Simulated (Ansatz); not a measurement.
# How Sc(0001) screens a field, part 2 of 2

Wanted: the response of a Sc(0001) slab to a perpendicular field.

Ansatz 0.2.0; plane-wave DFT, PBE, Ansatz PAW.

So far. Step 8 (Single point, field -0.2 V/Å): The dipole is -0.193 e·Å.

## 9. Single point, field 0.4 V/Å

The input, input.yaml:

```yaml
crystal:
  lattice:
    - [3.31, 0.0, 0.0]
    - [1.655, 2.8665440865, 0.0]
    - [0.0, 0.0, 31.19035]
  atoms:
    - { symbol: Sc, position: [0.6666666667, 0.6666666667, 0.2885507857] }
    - { symbol: Sc, position: [0.0, 0.0, 0.3731304714] }
    - { symbol: Sc, position: [0.6666666667, 0.6666666667, 0.4577101571] }
    - { symbol: Sc, position: [0.0, 0.0, 0.5422898429] }
    - { symbol: Sc, position: [0.6666666667, 0.6666666667, 0.6268695286] }
    - { symbol: Sc, position: [0.0, 0.0, 0.7114492143] }
kpoints:
  mp_grid: { grid: [18, 18, 1] }
hamiltonian:
  xc: pbe
scf:
  occupations: { method: fermi_dirac, width: 0.1 }
  convergence: { dr2_threshold: 1.0e-10 }
efield:
  axis: 3
  dipole_correction: true
  ramp_position: 0.97
  ramp_width: 0.06
  amplitude: 0.4
output:
  forces: true
  write_potential: true
  write_density: true
  volumetric_format: npy
  elf: true
```

Run with:

```console
ansatz run input.yaml --threads 2 --pin off --max-ram 3072MiB --backend cpu --events-out ev --progress --plain --runs-dir out
```

Numbers of over 12 decimals in the logs are rounded to 6 here.

The program printed:

```text
[...]
Crystal: 6 atoms, lattice volume = 295.942 Å³
Basis set: ecut = 420 eV, 5877 PW (Γ), exchange–correlation on 48×48×432 points (8 copies of the dense FFT grid, shifted against one another)
Bands: 40, of which v1, the nominal top of the filled ones, is band 33 counted from 1 (32 counted from 0)
Symmetry: 6 space group operations
k-points: 37 of 324 (time reversal used)
[...]
k-point 0: bands = [... 29 lower, 1.0506, 2.9416, 3.1032, 3.3408, 3.4977, 3.8329, 4.2264, 4.2937, ... 10 higher]
  k-point 1: bands = [... 29 lower, 1.1092, 2.9535, 3.1043, 3.2950, 3.4709, 3.8190, 4.1776, 4.2317, ... 10 higher]
  k-point 2: bands = [... 29 lower, 1.2782, 2.9718, 3.0848, 3.1849, 3.4119, 3.7887, 4.0352, 4.0574, ... 10 higher]
  k-point 36: bands = [... 29 lower, 2.5179, 2.5202, 2.5223, 2.5270, 2.8993, 2.9034, 3.2410, 3.2477, ... 10 higher]
[key lines of the parts left out:]
SCF converged after 17 iterations
Free energy (F): -12813.624093 eV
Fermi energy:    2.927514 eV
Dipole field:    D = 0.236393 V/Å  (p = 0.386616 e·Å, saw-weighted, corrected)
```

Run time: 52 s. Hardware: 2 threads of Arm Neoverse V1, shared host; peak memory 0.7 GiB; 1.7 min of CPU time.

Running mean over 2.63807 Å of the planar mean, with the applied field; the ramp of the sawtooth is left out. Electron's electrostatic potential energy less the Fermi level against z:

| z (Å) | electron's electrostatic potential energy less the Fermi level (eV) |
| --- | --- |
| 3.5 | 2.54 |
| 4.0 | 2.74 |
| 4.5 | 2.92 |
| 5.0 | 3.09 |
| 5.5 | 3.20 |
| 6.0 | 3.18 |
| 6.5 | 2.88 |
| 7.0 | 1.88 |
| 7.5 | -0.438 |
| 8.0 | -3.44 |
| 8.5 | -5.15 |
| 9.0 | -5.54 |
| 9.5 | -5.42 |
| 10.0 | -5.25 |
| 10.5 | -5.17 |
| 11.0 | -5.15 |
| 11.5 | -5.17 |
| 12.0 | -5.20 |
| 12.5 | -5.22 |
| 13.0 | -5.23 |
| 13.5 | -5.24 |
| 14.0 | -5.24 |
| 14.5 | -5.24 |
| 15.0 | -5.24 |
| 15.5 | -5.24 |
| 16.0 | -5.24 |
| 16.5 | -5.24 |
| 17.0 | -5.24 |
| 17.5 | -5.25 |
| 18.0 | -5.24 |
| 18.5 | -5.23 |
| 19.0 | -5.21 |
| 19.5 | -5.19 |
| 20.0 | -5.17 |
| 20.5 | -5.17 |
| 21.0 | -5.22 |
| 21.5 | -5.36 |
| 22.0 | -5.54 |
| 22.5 | -5.46 |
| 23.0 | -4.36 |
| 23.5 | -1.68 |
| 24.0 | 1.19 |
| 24.5 | 2.75 |
| 25.0 | 3.48 |
| 25.5 | 3.88 |
| 26.0 | 4.14 |
| 26.5 | 4.37 |
| 27.0 | 4.57 |
| 27.5 | 4.78 |
| 28.0 | 4.98 |

The dipole is 0.387 e·Å.

## 10. The response

This step: plane-wave DFT, PBE, Ansatz PAW; screening of a field by a metal slab (Ansatz 0.2.0).

The dipoles give the slope, and the difference of two potentials shows where the field is screened.

This step gave:

| Item | Value |
| --- | --- |
| equivalent conductor thickness p/(ε₀AE) | 18.40 Å |
| distance between the outer atoms | 13.19 Å |
| inner field over outer field | -5.24e-4 |
| image plane, upper face | 2.610 Å |
| induced electrons on the upper face over ε₀E | -0.9976 |
| image plane, lower face | 2.611 Å |
| induced electrons on the lower face over ε₀E | 0.9976 |

The dipole of the cell by applied field:

| applied field (V/Å) | dipole of the cell (e·Å) |
| --- | --- |
| -0.200 | -0.193 |
| -0.100 | -0.0965 |
| -0.050 | -0.0482 |
| 0.000 | 9.8e-7 |
| 0.050 | 0.0482 |
| 0.100 | 0.0965 |
| 0.200 | 0.193 |
| 0.400 | 0.387 |

Local field over the applied field, running mean. From the potentials at -0.05 and 0.05 V/Å; running mean over 2.63807 Å. The local field over applied field by z:

| z (Å) | local field over applied field |
| --- | --- |
| 4.5 | 0.965 |
| 5.0 | 0.927 |
| 5.5 | 0.853 |
| 6.0 | 0.725 |
| 6.5 | 0.539 |
| 7.0 | 0.322 |
| 7.5 | 0.137 |
| 8.0 | 0.0152 |
| 8.5 | -0.0501 |
| 9.0 | -0.0626 |
| 9.5 | -0.0328 |
| 10.0 | -4.1e-4 |
| 10.5 | 0.00457 |
| 11.0 | -0.00568 |
| 11.5 | -0.00880 |
| 12.0 | -0.00453 |
| 12.5 | 2.1e-4 |
| 13.0 | -7.2e-4 |
| 13.5 | -0.00302 |
| 14.0 | -0.00277 |
| 14.5 | -0.00121 |
| 15.0 | -9.6e-5 |
| 15.5 | 2.3e-5 |
| 16.0 | 5.3e-5 |
| 16.5 | -6.8e-4 |
| 17.0 | -0.00219 |
| 17.5 | -0.00327 |
| 18.0 | -0.00172 |
| 18.5 | 4.2e-4 |
| 19.0 | -0.00222 |
| 19.5 | -0.00786 |
| 20.0 | -0.00791 |
| 20.5 | 6.9e-4 |
| 21.0 | 0.00488 |
| 21.5 | -0.0181 |
| 22.0 | -0.0546 |
| 22.5 | -0.0612 |
| 23.0 | -0.0155 |
| 23.5 | 0.0828 |
| 24.0 | 0.245 |
| 24.5 | 0.457 |
| 25.0 | 0.661 |
| 25.5 | 0.811 |
| 26.0 | 0.904 |
| 26.5 | 0.954 |
| 27.0 | 0.979 |

The induced electron density oscillates, so the rows of the table below give means over windows of 2.45 Å about each position, cut where the curve ends. Its maxima inside the range that stand out by 2 % of the span (Å: e/Å³ per V/Å): 7.2: 0.00387, 9.7: 8.1e-4, 12.3: 2.3e-4, 20.1: 5.4e-4, 22.5: 0.00225. Its minima: 8.7: -0.00225, 11.1: -5.4e-4, 18.9: -2.3e-4, 21.5: -8.1e-4, 24.0: -0.00387.

Electrons, planar mean, per unit field. The induced electron density by z; means over each step:

| z (Å) | induced electron density (e/Å³ per V/Å) |
| --- | --- |
| 5.27 | 7.8e-4 |
| 7.72 | 0.00147 |
| 10.17 | -3.0e-5 |
| 12.62 | 1.6e-5 |
| 15.07 | -3.8e-6 |
| 17.52 | 6.1e-6 |
| 19.97 | -1.4e-5 |
| 22.42 | 4.1e-5 |
| 24.87 | -0.00218 |

By hand: between -0.05 and 0.05 V/Å the dipole changes by 0.09649 e·Å, a slope of 0.9649 e·Å²/V. A perfect conductor of thickness t has p = ε₀AEt, so t = 180.95 × 0.9649 / 9.488 = 18.40 Å (e/ε₀ = 180.95 V·Å, A in Å²). Less the 13.19 Å between the outer atoms, and halved, that puts each image plane 2.61 Å out.

The induced dipole is that of a conductor 18.40 Å thick.

## 11. Varying the input

This step: plane-wave DFT, PBE, Ansatz PAW (Ansatz 0.2.0).

A run with a changed input: it repeats the earlier run at 0.05 V/Å with scf.mixing.preconditioner to resta and scf.lower_state_search to off.

input.yaml, as its differences from that of step 9:

```diff
@@ -19,2 +19,4 @@
   convergence: { dr2_threshold: 1.0e-10 }
+  mixing: { preconditioner: resta }
+  lower_state_search: "off"
 efield:
@@ -24,3 +26,3 @@
   ramp_width: 0.06
-  amplitude: 0.4
+  amplitude: 0.05
 output:
@@ -30,2 +32 @@
   volumetric_format: npy
-  elf: true
```

The program printed:

```text
[...]
Crystal: 6 atoms, lattice volume = 295.942 Å³
Basis set: ecut = 420 eV, 5877 PW (Γ), exchange–correlation on 48×48×432 points (8 copies of the dense FFT grid, shifted against one another)
Bands: 40, of which v1, the nominal top of the filled ones, is band 33 counted from 1 (32 counted from 0)
Symmetry: 6 space group operations
k-points: 37 of 324 (time reversal used)
[...]
SCF iter   1: F=—  HF=-12816.205022 eV  |F-HF|=—  |Δ(HF+E_count)|=         —  Δρ=2.77e-2  dr2=6.75e1  ethr=3.10e-3  p=0.044 e·Å  D=2.68e-2 V/Å  ΔV_dip=-0.84 eV  dr2_dipole=2.33e-5  V_vac-E_F(+/−)=7.12/6.53 eV  ⟨swp⟩=8.2  Hψ=6901  notcnv=0
[...]
SCF iter  35: F=-12813.548043 eV  HF=-12813.548043 eV  |F-HF|=3.82e-11  |Δ(HF+E_count)|=  1.82e-12  Δρ=1.34e-8  dr2=1.27e-11  ethr=1.00e-12  p=0.048 e·Å  D=2.95e-2 V/Å  ΔV_dip=-0.92 eV  dr2_dipole=4.79e-12  V_vac-E_F(+/−)=3.89/3.37 eV  ⟨swp⟩=4.5  Hψ=6406  notcnv=0
SCF 1 converged in 35 iterations: F = -12813.548043 eV  dr2 = 1.27e-11
[...]
SCF converged after 35 iterations
Stability not checked: this state was not tested for a lower state beside it, because the mixer in use, unlike msr1, does not test its closes by its own steps (another_mixer; see scf.mixing.algorithm and scf.lower_state_search)
Free energy (F): -12813.548043 eV
[...]
Internal energy: -12813.095423 eV  (E = F + TS)
E sigma→0 (E₀):  -12813.321733 eV
Entropy (-TS):   -0.452620 eV (-75.437 meV/atom)
Fermi energy:    2.949076 eV
Dipole field:    D = 0.029499 V/Å  (p = 0.048245 e·Å, saw-weighted, corrected)
Work function:   not extracted (applied field tilts the vacuum); planar V_es + V_field profile in the machine report
[...]
--- Forces (eV/Å), atoms counted from 1 ---
  atom   1  Sc     0.00000000     0.00000000     0.24610504
  atom   2  Sc    -0.00000000    -0.00000000    -0.18082241
  atom   3  Sc     0.00000000     0.00000000     0.02267375
  atom   4  Sc    -0.00000000    -0.00000000    -0.02294769
  atom   5  Sc    -0.00000000     0.00000000     0.18333213
  atom   6  Sc    -0.00000000    -0.00000000    -0.24834031
  max |Σ_I F_I| component: 4.95e-7 eV/Å
--- Band table (eV; the first three rows and the last of 37) ---
  k-point 0: bands = [... 29 lower, 1.0719, 3.0312, 3.0527, 3.3625, 3.5191, 3.8545, 4.2482, 4.3181, ... 10 higher]
  k-point 1: bands = [... 29 lower, 1.1305, 3.0381, 3.0593, 3.3167, 3.4921, 3.8406, 4.1998, 4.2536, ... 10 higher]
  k-point 2: bands = [... 29 lower, 1.2995, 3.0393, 3.0601, 3.2046, 3.4322, 3.8102, 4.0584, 4.0780, ... 10 higher]
  k-point 36: bands = [... 29 lower, 2.5404, 2.5407, 2.5441, 2.5484, 2.9226, 2.9231, 3.2653, 3.2661, ... 10 higher]
```

The job ended after 99 s (2 threads; peak memory 0.69 GiB).

Numbers from this step:

| Property | Result |
| --- | --- |
| energy at zero smearing | -12813.3217 eV |
| dipole along the normal | 0.04824 e·Å |

Force by atom:

| atom | x (eV/Å) | y (eV/Å) | z (eV/Å) | size |
| --- | --- | --- | --- | --- |
| Sc1 | 0.000 | 0.000 | 0.246 | 0.246 |
| Sc2 | 0.000 | 0.000 | -0.181 | 0.181 |
| Sc3 | 0.000 | 0.000 | 0.023 | 0.023 |
| Sc4 | 0.000 | 0.000 | -0.023 | 0.023 |
| Sc5 | 0.000 | 0.000 | 0.183 | 0.183 |
| Sc6 | 0.000 | 0.000 | -0.248 | 0.248 |

| quantity | this run | earlier run | difference |
| --- | --- | --- | --- |
| dipole along the normal (e·Å) | 0.04824 | 0.04825 | -1.9e-7 |

The dipole moves by under 0.5 % or 5e-5 e·Å. The run took 35 SCF cycles against 15.

## 12. What came out

| Item | Value |
| --- | --- |
| work function | 3.65 eV |
| image plane, upper face | 2.61 Å |
| induced electrons on the upper face over ε₀E | -0.998 |
| equivalent conductor thickness p/(ε₀AE) | 18.4 Å |
| inner field over outer field | -5.2e-4 |

The induced charge has its centre 2.61 Å outside the outermost atoms; this is the plane from which a capacitor's gap or an image potential counts. The equivalent conductor thickness exceeds the distance between the outer atoms by 5.21 Å, about the sum of the two image-plane distances. In the middle of the slab the field is screened to under 0.5 % of its outer value. The atoms are held at bulk positions with the tabulated experimental lattice constant.

[Logs are printed without paths, hosts, clocks, repeated set-up lines and the standing remarks that a program may print on its own settings, such as how far it seeks lower states.]

[Hosts, paths, dates, database ids (printed as entryN), source tags and the programs' standing remarks are cut or masked in the printed files.]

[Maps of the electrostatic potential energy from Ansatz leave out the sawtooth potential of an applied field or a dipole correction, so their vacuum need not be flat; planar profiles and work functions include it.]
